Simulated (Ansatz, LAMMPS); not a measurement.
# Squeezing and shearing amorphous 50SiO2-50GeO2 (mol %) (96 atoms)

Aim: relax amorphous 50SiO2-50GeO2 (mol %) (96 atoms), then change its volume and shape to read moduli from the stress.

Calculated with Ansatz 0.2.0; Kohn-Sham DFT, PBE, PAW (set soft_2), plane waves.

### 1. The structure

The cell holds 96 atoms: 16 Si, 16 Ge and 64 O. Its edges and angles: a = 11.415 Å, b = 11.415 Å, c = 11.415 Å, α = 90.0°, β = 90.0°, γ = 90.0°. 96 atoms (16 Si, 16 Ge, 64 O) placed at random at 2.94 g/cm³, melted at 5000 K for 10 ps at fixed volume with the Morse and Coulomb pair potential with partial charges (Pedone, Malavasi, Menziani, Cormack and Segre, J. Phys. Chem. B 110, 11780 (2006)). Quenched from 5000 K to 300 K at 50 K/ps and fixed volume, held 5 ps, then minimised at fixed cell.

Limits known from the start: The quench rate of 50 K/ps is many orders above laboratory rates, so the cell is likely richer in defects and strain than a real sample. The network of bonds at the start is that of the classical potential that made the cell, and needn't be the one that DFT or experiment would give. Only the Γ point is sampled.

### 2. Single point at the start

The forces at the start show how far the geometry lies from a minimum of this functional.

File input.yaml:

```yaml
crystal:
  lattice:
    - [11.4145, 0.0, 0.0]
    - [0.0, 11.4145, 0.0]
    - [0.0, 0.0, 11.4145]
  atoms:
    - { symbol: Si, position: [0.49962, 0.22648, 0.65695] }
    - { symbol: Si, position: [0.46747, 0.15052, 0.9124] }
    - { symbol: Si, position: [0.82518, 0.11087, 0.70457] }
    - { symbol: Si, position: [0.21719, 0.97138, 0.22053] }
    - { symbol: Si, position: [0.71258, 0.88121, 0.73457] }
    - { symbol: Si, position: [0.07932, 0.84512, 0.43162] }
    - { symbol: Si, position: [0.44667, 0.61621, 0.35808] }
    - { symbol: Si, position: [0.8068, 0.31227, 0.89741] }
    - { symbol: Si, position: [0.09478, 0.77724, 0.98578] }
    - { symbol: Si, position: [0.03797, 0.37127, 0.00115] }
    - { symbol: Si, position: [0.72309, 0.71407, 0.13801] }
    - { symbol: Si, position: [0.61276, 0.46768, 0.761] }
    - { symbol: Si, position: [0.07749, 0.4471, 0.63838] }
    - { symbol: Si, position: [0.86098, 0.32817, 0.53227] }
    - { symbol: Si, position: [0.85321, 0.90357, 0.97679] }
    - { symbol: Si, position: [0.52561, 0.52693, 0.10388] }
    - { symbol: Ge, position: [0.08159, 0.96483, 0.6852] }
    - { symbol: Ge, position: [0.68223, 0.52634, 0.50089] }
    - { symbol: Ge, position: [0.21124, 0.2047, 0.63538] }
    - { symbol: Ge, position: [0.06419, 0.22985, 0.37428] }
    - { symbol: Ge, position: [0.55755, 0.16108, 0.38108] }
    - { symbol: Ge, position: [0.64716, 0.26185, 0.11819] }
    - { symbol: Ge, position: [0.8103, 0.78068, 0.49645] }
    - { symbol: Ge, position: [0.30648, 0.24314, 0.26594] }
    - { symbol: Ge, position: [0.16566, 0.57935, 0.41016] }
    - { symbol: Ge, position: [0.57681, 0.86358, 0.34745] }
    - { symbol: Ge, position: [0.99736, 0.10349, 0.12002] }
    - { symbol: Ge, position: [0.1825, 0.68765, 0.76181] }
    - { symbol: Ge, position: [0.32083, 0.3724, 0.99748] }
    - { symbol: Ge, position: [0.48011, 0.71567, 0.81678] }
    - { symbol: Ge, position: [0.35689, 0.89572, 0.00617] }
    - { symbol: Ge, position: [0.98354, 0.59876, 0.17481] }
    - { symbol: O, position: [0.7768, 0.63738, 0.46684] }
    - { symbol: O, position: [0.78531, 0.80902, 0.05569] }
    - { symbol: O, position: [0.00207, 0.13851, 0.26908] }
    - { symbol: O, position: [0.17447, 0.39354, 0.97121] }
    - { symbol: O, position: [0.56277, 0.18762, 0.53349] }
    - { symbol: O, position: [0.58851, 0.40156, 0.12596] }
    - { symbol: O, position: [0.8361, 0.6385, 0.18665] }
    - { symbol: O, position: [0.93966, 0.41373, 0.61971] }
    - { symbol: O, position: [0.12503, 0.82601, 0.72931] }
    - { symbol: O, position: [0.7707, 0.28216, 0.03251] }
    - { symbol: O, position: [0.1185, 0.56681, 0.69838] }
    - { symbol: O, position: [0.83667, 0.20724, 0.6013] }
    - { symbol: O, position: [0.14111, 0.18824, 0.5] }
    - { symbol: O, position: [0.12779, 0.47225, 0.5066] }
    - { symbol: O, position: [0.64478, 0.20439, 0.25899] }
    - { symbol: O, position: [0.03093, 0.23624, 0.05502] }
    - { symbol: O, position: [0.06813, 0.57671, 0.29619] }
    - { symbol: O, position: [0.94707, 0.03352, 0.71232] }
    - { symbol: O, position: [0.94606, 0.30122, 0.42689] }
    - { symbol: O, position: [0.77338, 0.90732, 0.8613] }
    - { symbol: O, position: [0.2639, 0.0966, 0.26594] }
    - { symbol: O, position: [0.13733, 0.71993, 0.46476] }
    - { symbol: O, position: [0.41491, 0.4907, 0.01911] }
    - { symbol: O, position: [0.12633, 0.67016, 0.90118] }
    - { symbol: O, position: [0.7984, 0.80652, 0.64648] }
    - { symbol: O, position: [0.33614, 0.69794, 0.75911] }
    - { symbol: O, position: [0.14899, 0.89578, 0.31825] }
    - { symbol: O, position: [0.8071, 0.19364, 0.81898] }
    - { symbol: O, position: [0.56176, 0.18305, 0.016] }
    - { symbol: O, position: [0.68882, 0.8544, 0.44837] }
    - { symbol: O, position: [0.54135, 0.01071, 0.35276] }
    - { symbol: O, position: [0.54019, 0.35759, 0.70057] }
    - { symbol: O, position: [0.58868, 0.8098, 0.75297] }
    - { symbol: O, position: [0.17806, 0.07836, 0.71069] }
    - { symbol: O, position: [0.98146, 0.85092, 0.94474] }
    - { symbol: O, position: [0.32986, 0.30002, 0.13093] }
    - { symbol: O, position: [0.17644, 0.30521, 0.30695] }
    - { symbol: O, position: [0.40357, 0.02974, 0.95109] }
    - { symbol: O, position: [0.64876, 0.79259, 0.23101] }
    - { symbol: O, position: [0.31474, 0.58006, 0.38747] }
    - { symbol: O, position: [0.11774, 0.00974, 0.12377] }
    - { symbol: O, position: [0.38046, 0.26446, 0.91] }
    - { symbol: O, position: [0.14338, 0.33087, 0.68478] }
    - { symbol: O, position: [0.67048, 0.52994, 0.65023] }
    - { symbol: O, position: [0.99687, 0.47288, 0.09119] }
    - { symbol: O, position: [0.47143, 0.75683, 0.37499] }
    [... 12 atom lines left out ...]
    - { symbol: O, position: [0.70762, 0.40205, 0.84518] }
    - { symbol: O, position: [0.4321, 0.24009, 0.34455] }
    - { symbol: O, position: [0.47078, 0.57715, 0.22432] }
    - { symbol: O, position: [0.93782, 0.81925, 0.42627] }
    - { symbol: O, position: [0.53898, 0.57493, 0.81771] }
    - { symbol: O, position: [0.63033, 0.62243, 0.07726] }
kpoints:
  mp_grid: { grid: [1, 1, 1] }
hamiltonian:
  xc: pbe
scf:
  occupations: { method: fixed }
output:
  forces: true
```

Run with:

```bash
$ ansatz run input.yaml --threads 4 --pin off --max-ram 8192MiB --backend cpu --events-out ev --progress --plain --runs-dir out
```

Numbers of over 12 decimals in the logs are rounded to 6 here.

The log of the run:

```text
Engine: ansatz 0.2.0, aarch64-unknown-linux-gnu
Pseudopotentials: kind: paw
Pseudopotential: Si, paw, valence charge 4, recommended cutoff 420 eV (normal), Si.paw.azcp
Pseudopotential: Ge, paw, valence charge 14, recommended cutoff 420 eV (normal), Ge.paw.azcp
Pseudopotential: O, paw, valence charge 6, recommended cutoff 420 eV (normal), O.paw.azcp
[... 5 lines on functional and potentials left out ...]
Crystal: 96 atoms, lattice volume = 1487.204 Å³
Basis set: ecut = 420 eV, 28991 PW (Γ), exchange–correlation on 160×160×160 points (8 copies of the dense FFT grid, shifted against one another)
Bands: 432, of which v1, the nominal top of the filled ones, is band 336 counted from 1 (335 counted from 0)
Symmetry: 1 space group operations
Space group: P1 (ITA 1), of the structure as read, at distance tolerance 1.1e-4 Å
k-points: 1
[... 7 lines on functional and potentials left out ...]
Initial density: superposition of atomic densities (neutral atoms: chi_scale 0, normalization atom), corrected by the library's trained network
Initial wavefunctions: pseudopotential atomic-orbital guess
Functional: x = pbe(κ = 0.804, μ = 0.219515), c = pbe(β = 0.066725)
SCF iter   1: F=—  HF=-115244.822360 eV  |F-HF|=—  |Δ(HF+E_count)|=         —  Δρ=2.52e-3  dr2=1.12e-1  ethr=1.77e-3  ⟨swp⟩=4.0  Hψ=1454  notcnv=0  defer=94
preconditioner: auto → Resta (q_TF=auto, 2.390 Å⁻¹)  ε∞=2.7  [insulator: Δε(μ)=2.831 eV  Ē_g=19.382 eV  n_scr=340 (ndim 8)  ℏωp=25.0 eV  f_vac=0.264  ε∞_Penn≈2.7]
SCF iter   2: F=—  HF=-115244.813232 eV  |F-HF|=—  |Δ(HF+E_count)|=   9.13e-3  Δρ=1.26e-3  dr2=2.25e-2  ethr=1.67e-5  ⟨swp⟩=3.0  Hψ=630  notcnv=0  defer=94
SCF iter   3: F=—  HF=-115244.814221 eV  |F-HF|=—  |Δ(HF+E_count)|=   9.88e-4  Δρ=5.61e-4  dr2=5.04e-3  ethr=3.35e-6  ⟨swp⟩=2.0  Hψ=549  notcnv=0  defer=94
SCF iter   4: F=—  HF=-115244.813686 eV  |F-HF|=—  |Δ(HF+E_count)|=   5.34e-4  Δρ=1.58e-4  dr2=4.68e-4  ethr=7.50e-7  ⟨swp⟩=2.0  Hψ=549  notcnv=0  defer=94
SCF iter   5: F=—  HF=-115244.813672 eV  |F-HF|=—  |Δ(HF+E_count)|=   1.43e-5  Δρ=9.95e-5  dr2=1.23e-4  ethr=6.97e-8  ⟨swp⟩=2.0  Hψ=678  notcnv=0  defer=94
SCF iter   6: F=—  HF=-115244.813652 eV  |F-HF|=—  |Δ(HF+E_count)|=   1.99e-5  Δρ=2.43e-5  dr2=8.78e-6  ethr=1.84e-8  ⟨swp⟩=2.0  Hψ=678  notcnv=0  defer=93
SCF iter   7: F=—  HF=-115244.813619 eV  |F-HF|=—  |Δ(HF+E_count)|=   3.31e-5  Δρ=1.08e-5  dr2=1.68e-6  ethr=1.31e-9  ⟨swp⟩=2.0  Hψ=768  notcnv=0  defer=90
SCF iter   8: F=—  HF=-115244.813619 eV  |F-HF|=—  |Δ(HF+E_count)|=   1.91e-7  Δρ=4.23e-6  dr2=2.62e-7  ethr=2.50e-10  ⟨swp⟩=2.0  Hψ=678  notcnv=0  defer=90
SCF iter   9: F=-115244.813619 eV  HF=-115244.813619 eV  |F-HF|=2.33e-8  |Δ(HF+E_count)|=   5.76e-8  Δρ=1.69e-6  dr2=3.97e-8  ethr=1.49e-11  ⟨swp⟩=4.0  Hψ=1300  notcnv=0
SCF 1 converged in 9 iterations: F = -115244.813619 eV  dr2 = 3.97e-8
  greatest PAW one-centre occupation: 0.999 electrons in one spin orbital (limit 2), on the Ge atom at site 19 (counted from 0), in its partial waves of l = 2
SCF converged after 9 iterations
Free energy (F): -115244.813619 eV
Harris-Foulkes:  -115244.813619 eV  (|F-HF|=2.33e-8)
Internal energy: -115244.813619 eV  (E = F + TS)
E sigma→0 (E₀):  -115244.813619 eV
Fermi energy:    2.126498 eV
--- Per-component energies (eV) ---
  E_band       = -5960.715982
  E_kinetic    = 13837.087737
  E_local      = -90296.307666  (includes V_loc(G=0)·N_el)
  E_nonlocal   = 10292.994764
  E_hartree    = 37790.070765
  E_xc         = -6792.491145
  E_vxc        = -7785.430000  (∫ρ·V_xc dr)
  E_paw        = -50814.592768  (= ΣΔE_a)
  E_vpaw       = -7589.367052  (= ΣTr[D̂ρ^β])
  E_aug_tail   = 0.168571  (compensation charges beyond the density's cutoff)
  E_ewald      = -29261.743878
  E_smearing   = -0.000000  (= −TS)
  E_closure    = -0.000000  (closes the sum)
  Σ components = -115244.813619   (vs F -115244.813619, Δ=0.00e0)
--- Forces (eV/Å), atoms counted from 1 ---
  atom   1  Si    -0.61681443     0.75541357     1.08045023
  atom   2  Si     0.32479933     1.05757756     1.02892877
  atom   3  Si     1.27208687     0.01906705     0.21369651
  atom   4  Si    -0.87703225     1.77263503    -0.78600559
  atom   5  Si     0.74236568    -0.23840092    -0.06668447
  atom   6  Si    -0.10843144    -0.71631810     0.49813020
  atom   7  Si     1.44865259     0.53929040    -0.67717655
  atom   8  Si    -0.89453352    -0.30276143    -0.10640160
  atom   9  Si    -0.08495335     0.24404393     0.33439584
  atom  10  Si    -0.52785142    -1.13096837     1.48878388
  atom  11  Si     0.04144614     0.22265244     0.53794835
  atom  12  Si     0.11503456    -1.40564728    -1.09968571
  atom  13  Si     0.10809395    -0.47609100    -1.67325026
  atom  14  Si     1.70068811     0.11418289     1.78060975
[...]
atom  95  O     -0.33823769    -0.27183614     1.08327012
  atom  96  O     -0.11373927    -0.03135066    -1.01898114
  max |Σ_I F_I| component: 1.82e-5 eV/Å
```

Run time: 16 s. Hardware: 4 threads of Arm Neoverse V1, shared host; peak memory 1.9 GiB; 60 s of CPU time.

The r.m.s. force at the start is 0.75 eV/Å.

### 3. Cell and atoms relaxed

Cell and atoms are freed together, to release stress as well as forces.

File input.yaml:

```yaml
crystal:
  lattice:
    - [11.4145, 0.0, 0.0]
    - [0.0, 11.4145, 0.0]
    - [0.0, 0.0, 11.4145]
  atoms:
    [... the 96 atom lines of step 2 ...]
kpoints:
  mp_grid: { grid: [1, 1, 1] }
hamiltonian:
  xc: pbe
scf:
  occupations: { method: fixed }
output:
  forces: true
relax:
  f_tol: 0.05
  max_steps: 150
  cell: {}
```

The log of the run:

```text
[...]
Crystal: 96 atoms, lattice volume = 1487.204 Å³
Basis set: ecut = 420 eV, 28991 PW (Γ), exchange–correlation on 160×160×160 points (8 copies of the dense FFT grid, shifted against one another)
Bands: 432, of which v1, the nominal top of the filled ones, is band 336 counted from 1 (335 counted from 0)
Symmetry: 1 space group operations
[...]
k-points: 1
[...]
SCF iter   1: F=—  HF=-115244.822362 eV  |F-HF|=—  |Δ(HF+E_count)|=         —  Δρ=2.52e-3  dr2=1.12e-1  ethr=1.77e-3  ⟨swp⟩=4.0  Hψ=1454  notcnv=0  defer=94
[...]
SCF iter   8: F=—  HF=-115244.813619 eV  |F-HF|=—  |Δ(HF+E_count)|=   1.90e-7  Δρ=4.23e-6  dr2=2.62e-7  ethr=2.50e-10  ⟨swp⟩=2.0  Hψ=678  notcnv=0  defer=90
SCF iter   9: F=-115244.813619 eV  HF=-115244.813619 eV  |F-HF|=2.34e-8  |Δ(HF+E_count)|=   5.77e-8  Δρ=1.70e-6  dr2=3.98e-8  ethr=1.49e-11  ⟨swp⟩=4.0  Hψ=1300  notcnv=0
SCF 1 converged in 9 iterations: F = -115244.813619 eV  dr2 = 3.98e-8
[...]
relax step   1: F+E_penalty+E_count = -115244.81361892 eV  Δ(F+E_penalty+E_count) = +0.000e0 eV  max|allowed force component| = 2.416e0 eV/Å  Δτ_max = 0.0000 Å  P = +2.503 GPa  Ω = 1487.204 Å³  (9 SCF iters, dr2 threshold 1.00e-7 eV, accepted)
[... from here on, the SCF cycles and remarks between the steps are left out ...]
relax step   2: F+E_penalty+E_count = -115247.93941283 eV  Δ(F+E_penalty+E_count) = -3.126e0 eV  max|allowed force component| = 1.412e0 eV/Å  Δτ_max = 0.1092 Å  P = +1.336 GPa  Ω = 1483.180 Å³  energy of the carried Pulay correction = +1.346e-2 eV  (8 SCF iters, dr2 threshold 9.60e-6 eV, accepted)
relax step   3: F+E_penalty+E_count = -115251.07057229 eV  Δ(F+E_penalty+E_count) = -3.131e0 eV  max|allowed force component| = 5.905e-1 eV/Å  Δτ_max = 0.1949 Å  P = -0.295 GPa  Ω = 1450.640 Å³  energy of the carried Pulay correction = +1.236e-1 eV  (8 SCF iters, dr2 threshold 9.60e-6 eV, accepted)
relax step   4: F+E_penalty+E_count = -115251.69185904 eV  Δ(F+E_penalty+E_count) = -6.213e-1 eV  max|allowed force component| = 2.514e-1 eV/Å  Δτ_max = 0.2000 Å  P = -0.120 GPa  Ω = 1435.104 Å³  energy of the carried Pulay correction = +1.771e-1 eV  (8 SCF iters, dr2 threshold 9.60e-6 eV, accepted)
relax step   5: F+E_penalty+E_count = -115251.96277278 eV  Δ(F+E_penalty+E_count) = -2.709e-1 eV  max|allowed force component| = 1.532e-1 eV/Å  Δτ_max = 0.2000 Å  P = -0.055 GPa  Ω = 1426.567 Å³  energy of the carried Pulay correction = +2.067e-1 eV  (8 SCF iters, dr2 threshold 3.95e-6 eV, accepted)
relax step   6: F+E_penalty+E_count = -115252.12021153 eV  Δ(F+E_penalty+E_count) = -1.574e-1 eV  max|allowed force component| = 1.378e-1 eV/Å  Δτ_max = 0.2000 Å  P = +0.007 GPa  Ω = 1417.841 Å³  energy of the carried Pulay correction = +2.371e-1 eV  (8 SCF iters, dr2 threshold 1.47e-6 eV, accepted)
relax step   7: F+E_penalty+E_count = -115252.21899473 eV  Δ(F+E_penalty+E_count) = -9.878e-2 eV  max|allowed force component| = 2.210e-1 eV/Å  Δτ_max = 0.2000 Å  P = +0.004 GPa  Ω = 1412.490 Å³  energy of the carried Pulay correction = +2.559e-1 eV  (8 SCF iters, dr2 threshold 1.19e-6 eV, accepted)
relax step   8: F+E_penalty+E_count = -115252.28161653 eV  Δ(F+E_penalty+E_count) = -6.262e-2 eV  max|allowed force component| = 2.937e-1 eV/Å  Δτ_max = 0.1952 Å  P = -0.222 GPa  Ω = 1407.580 Å³  energy of the carried Pulay correction = +2.732e-1 eV  (8 SCF iters, dr2 threshold 3.05e-6 eV, accepted)
relax step   9: F+E_penalty+E_count = -115252.36731612 eV  Δ(F+E_penalty+E_count) = -8.570e-2 eV  max|allowed force component| = 5.820e-2 eV/Å  Δτ_max = 0.2000 Å  P = -0.040 GPa  Ω = 1405.319 Å³  energy of the carried Pulay correction = +2.812e-1 eV  (8 SCF iters, dr2 threshold 5.39e-6 eV, accepted)
relax step  10: F+E_penalty+E_count = -115252.37709807 eV  Δ(F+E_penalty+E_count) = -9.782e-3 eV  max|allowed force component| = 2.088e-2 eV/Å  Δτ_max = 0.0721 Å  P = -0.000 GPa  Ω = 1404.442 Å³  energy of the carried Pulay correction = +2.843e-1 eV  (8 SCF iters, dr2 threshold 2.12e-7 eV, accepted)
relax step  11: F+E_penalty+E_count = -115252.22708373 eV  Δ(F+E_penalty+E_count) = +1.500e-1 eV  max|allowed force component| = 2.070e-2 eV/Å  Δτ_max = 0.0000 Å  P = -0.238 GPa  Ω = 1404.442 Å³  stress off target by 3.67e-1 GPa  SCF on the basis re-selected at this cell (its energy is not comparable with the rows above)  (8 SCF iters)
relax step  12: F+E_penalty+E_count = -115252.25897128 eV  Δ(F+E_penalty+E_count) = -3.189e-2 eV  max|allowed force component| = 3.587e-2 eV/Å  Δτ_max = 0.0382 Å  P = +0.041 GPa  Ω = 1397.222 Å³  energy of the carried Pulay correction = +2.361e-2 eV  (8 SCF iters, dr2 threshold 3.36e-7 eV, accepted)
relax step  13: F+E_penalty+E_count = -115252.25810856 eV  Δ(F+E_penalty+E_count) = +8.627e-4 eV  max|allowed force component| = 9.578e-3 eV/Å  Δτ_max = 0.0191 Å  P = -0.004 GPa  Ω = 1397.880 Å³  energy of the carried Pulay correction = +2.152e-2 eV  (8 SCF iters, dr2 threshold 1.99e-8 eV, accepted)
relax step  14: F+E_penalty+E_count = -115252.23831533 eV  Δ(F+E_penalty+E_count) = +1.979e-2 eV  max|allowed force component| = 9.747e-3 eV/Å  Δτ_max = 0.0000 Å  P = -0.022 GPa  Ω = 1397.880 Å³  stress off target by 4.19e-2 GPa  SCF on the basis re-selected at this cell (its energy is not comparable with the rows above)  (5 SCF iters)
[...]
SCF converged after 5 iterations
Free energy (F): -115252.238315 eV
[...]
Internal energy: -115252.238315 eV  (E = F + TS)
E sigma→0 (E₀):  -115252.238315 eV
Fermi energy:    2.399089 eV
[...]
Σ components = -115252.238315   (vs F -115252.238315, Δ=0.00e0)
--- Forces (eV/Å), atoms counted from 1 ---
  atom   1  Si    -0.00104072     0.00080204     0.00121384
  atom   2  Si     0.00411902     0.00605415    -0.00434296
  atom   3  Si     0.00022899     0.00428651     0.00069301
  atom   4  Si    -0.00248410     0.00531966     0.00574896
[...]
atom  96  O     -0.00030581     0.00271506     0.00030708
  max |Σ_I F_I| component: 3.99e-5 eV/Å
--- Stress (GPa, compression-positive) ---
       -0.036726      -0.000835      -0.010037
       -0.000835      -0.031420      -0.014109
       -0.010035      -0.014108       0.001485
  P = ⅓ Tr σ = -0.0222 GPa (-0.222 kbar)
--- Relaxed structure (12 steps of the walk, 12 accepted, 2 SCFs on fresh bases) ---
  F+E_penalty+E_count = -115252.23831533 eV   max|allowed force component| = 9.747e-3 eV/Å   (the final SCF, on the basis selected at the relaxed cell)
  cell:  # Å, volume = 1397.8797 Å³
    - [10.978863, -0.155945, -0.097103]
    - [-0.155945, 11.075800, -0.146137]
    - [-0.097103, -0.146137, 11.500874]
  atoms:
    - { symbol: Si, position: [0.495386, 0.235344, 0.640416] }
    - { symbol: Si, position: [0.454688, 0.154626, 0.894041] }
    - { symbol: Si, position: [0.827636, 0.118605, 0.685928] }
    - { symbol: Si, position: [0.223151, 0.962649, 0.221591] }
[...]
- { symbol: O, position: [0.624705, 0.606609, 0.075564] }
```

It took 3.8 min on 4 threads; peak memory 1.9 GiB; 15 min of CPU time.

The relaxation converged after 12 steps, with a largest force component of 0.0097 eV/Å.

(Continued in part 2 of 3.)

[Logs are printed without paths, hosts, clocks, repeated set-up lines and the standing remarks that a program may print on its own settings, such as how far it seeks lower states.]

[Hosts, paths, dates, database ids (printed as entryN), source tags and the programs' standing remarks are cut or masked in the printed files.]
